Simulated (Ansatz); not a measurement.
**MoS2 (P6_3/mmc): a many-body input that goes wrong, and its mend**

Aim: the G0W0 gap of MoS2 (P6_3/mmc). The first input has a fault.

Program: Ansatz 0.2.0. Level of theory: G0W0 on PBE, plane waves, PAW. Results are calculated unless marked as measured.

The database entry behind the starting cell differs from later determinations by our own check (about 0.3 % long), so it need not match the best structure at ambient conditions.

## 1. Set-up

Symmetry: P6_3/mmc, No. 194, hexagonal system. Conventional cell: a = 3.169 Å, b = 3.169 Å, c = 12.324 Å, α = 90.00°, β = 90.00°, γ = 120.00°. Mo has 6 S at 2.41 Å nearest. Nearest to S lie 3 Mo at 2.41 Å. Farther neighbours and most contacts between anions are not listed.

The cell and positions come from the Crystallography Open Database and are kept as given unless a step says otherwise. The default PAW set here is soft_2. Its files were made with PBE.

## 2. First try

input.yaml reads:

```yaml
crystal:
  lattice:
    - [3.169, 0.0, 0.0]
    - [-1.5845, 2.7444345046, 0.0]
    - [0.0, 0.0, 12.324]
  atoms:
    - { symbol: Mo, position: [0.3333333333, 0.6666666667, 0.25] }
    - { symbol: Mo, position: [0.6666666667, 0.3333333333, 0.75] }
    - { symbol: S, position: [0.3333333333, 0.6666666667, 0.623] }
    - { symbol: S, position: [0.6666666667, 0.3333333333, 0.123] }
    - { symbol: S, position: [0.3333333333, 0.6666666667, 0.877] }
    - { symbol: S, position: [0.6666666667, 0.3333333333, 0.377] }
kpoints:
  mp_grid: { grid: [6, 6, 2] }
hamiltonian:
  xc: pbe
scf:
  occupations: { method: fixed }
gw:
  n_empty_bands: 113
  ecut_chi: 60
  qp_bands: [v2, c2]
  qp_kpoints: band_edges
  screening: { model: contour_deformation }
  plasmon_pole_fit_frequency: 20
```

On the command line:

```console
ansatz run input.yaml --threads 3 --pin off --max-ram 64512MiB --backend cuda --events-out ev --progress --plain --runs-dir out --devices 1 --max-vram 24GiB  # rebuilt from the run's record
```

Numbers of over 12 decimals in the logs are rounded to 6 here.

Output:

```text
Error: inconsistent input (gw.plasmon_pole_fit_frequency, gw.screening.model): the fit frequency is the Godby–Needs plasmon-pole model's, and contour deformation fits no pole — remove gw.plasmon_pole_fit_frequency, or set gw.screening.model: godby_needs
```

Wall time 0.03 s (3 threads of AMD EPYC 7R13 (Zen 3), shared host); peak memory 0.06 GiB.

Q: What is the fault?

The input was rejected at the start.

The program's message: “Error: inconsistent input (gw.plasmon_pole_fit_frequency, gw.screening.model): the fit frequency is the Godby–Needs plasmon-pole model's, and contour deformation fits no pole — remove gw.plasmon_pole_ …”

The fault: fit frequency beside contour deformation. Contour deformation fits no pole, so the key has no meaning there.

## 3. A better input

Now the one-shot GW correction: screening in the RPA, then the self-energy of the levels asked for.

input.yaml, as its differences from that of step 2:

```diff
@@ -19,4 +19,4 @@
 gw:
-  n_empty_bands: 113
-  ecut_chi: 60
+  n_empty_bands: 243
+  ecut_chi: 100.0
   qp_bands: [v2, c2]
@@ -24,2 +24 @@
   screening: { model: contour_deformation }
-  plasmon_pole_fit_frequency: 20
```

Output:

```text
GPUs: using 1 of 1 available (devices: 1).
[...]
device memory: the entry about to start is reckoned to put 1.1 GiB on a device that reports 72.6 GiB free (of which the cap on the GPU budget leaves the run 24.0 GiB)
GPU FFT provider: cuFFT
GPU libraries: cuBLAS 13.8.1, cuFFT 12.4.0, cuSOLVER 12.3.2
Crystal: 6 atoms, lattice volume = 107.183 Å³
Basis set: ecut = 420 eV, 2081 PW (Γ)
Bands: 32, of which v1, the nominal top of the filled ones, is band 26 counted from 1 (25 counted from 0)
Symmetry: 24 space group operations
[...]
k-points: 14 of 72
[...]
GPU buffer pool allocated for 51840 grid points (all kernels)
GPU transforms: local potential and band sums: pruned to the plane-wave sphere, on 24×24×90
[...]
SCF iter   1: F=—  HF=-13525.526697 eV  |F-HF|=—  |Δ(HF+E_count)|=         —  Δρ=5.46e-3  dr2=7.41e-3  ethr=1.77e-3  ⟨swp⟩=5.0  Hψ=1664  notcnv=0  defer=42
[...]
0    25      9.7496   -18.6978     1.1475   -17.5874  0.7316     9.7866     9.7867  root
     0    26     10.8968   -19.7402     0.6610   -19.1818  0.7392    10.9992    10.9994  root
     0    27     12.9944   -13.7864    -4.2040   -18.5169  0.7404    13.5267    13.5209  root
     0    28     12.9944   -13.7864    -4.2040   -18.5169  0.7404    13.5267    13.5209  root
     1    25     10.6302   -19.4298     0.9234   -18.5535  0.7406    10.6773    10.6773  root
     1    26     10.6302   -19.4298     0.9234   -18.5535  0.7406    10.6773    10.6773  root
     1    27     12.9998   -13.7331    -4.1993   -18.4521  0.7402    13.5253    13.5195  root
     1    28     12.9998   -13.7331    -4.1993   -18.4521  0.7402    13.5253    13.5195  root
[...]
13    25     10.2018   -19.2682     0.5936   -18.8105  0.7397    10.3374    10.3377  root
    13    26     10.2018   -19.2682     0.5936   -18.8105  0.7397    10.3374    10.3377  root
    13    27     11.9456   -16.1207    -3.8432   -20.5422  0.7348    12.5297    12.5239  root
    13    28     11.9456   -16.1207    -3.8432   -20.5422  0.7348    12.5297    12.5239  root
[key lines of the parts left out:]
SCF converged after 7 iterations
Free energy (F): -13525.540647 eV
Fermi energy:    10.896774 eV
```

It took 12 s on 1 × NVIDIA H100 80GB HBM3 (shared by 3 runs) with 3 threads; peak memory 1.4 GiB; 17 s of CPU time.

Reading the cycles: dr2 is the Hartree energy of the density residual (eV), the measure of convergence; HF is the Harris–Foulkes estimate of the energy, which meets the free energy F at convergence.

Numbers from this step:

```
bands summed                                 : 269
RPA ε∞ on this mesh (eigenvalues)            : 6.249, 15.26, 15.26
plane waves in the screening matrix          : 255
q-points in the mesh                         : 72
G0W0 gap on the mesh                         : 1.207 eV
k of the valence top                         : 0, 0, 0
k of the conduction bottom                   : 0.1667, 0.1667, 0
starting gap on the mesh                     : 0.8857 eV
Z at the valence top                         : 0.7392
Z at the conduction bottom                   : 0.7492
least direct G0W0 gap on the computed points : 2.079 eV
```

The gap on the mesh goes from 0.89 eV to 1.21 eV, a correction of +0.32 eV. Between the two edge states, bare exchange in place of the xc potential would open the gap by 4.75 eV, and correlation takes back 4.43 eV.

## 4. Summary of results

```json
{"first try": "refused after 0.03 s", "better run": "G0W0 gap on the mesh 1.21 eV (6×6×2 mesh, 243 empty bands, screening to 100 eV)"}
```

In words: The second run differs in: empty bands, screening cutoff (eV) and plasmon pole fit frequency. Bands and cutoff are finite, so the gap is not at the basis limit. The miss can reach some tenths of an eV and take either sign; the mesh is an error of its own. The 6×6×2 mesh is coarse for this cell (its supercell is 19 Å along the shortest edge). The RPA ε∞ on it, from the PBE start, is 6.25 and 15.26; such meshes misread the long-range screening, most where the gap is narrow. The many-body steps are scalar-relativistic: spin-orbit coupling is not in them.

[Paths, hosts, dates, memory and timing lines, banners, echoed tables and standing remarks are left out of the program output.]

[Logs are printed without paths, hosts, clocks, repeated set-up lines and the standing remarks that a program may print on its own settings, such as how far it seeks lower states.]

[Runs of the session that timed out or met a known fault of the program may be left out.]

[Cells called generated may have been cut or substituted from an entry of the Crystallography Open Database or the Materials Project.]

[Hosts, paths, dates, database ids (printed as entryN), source tags and the programs' standing remarks are cut or masked in the printed files.]
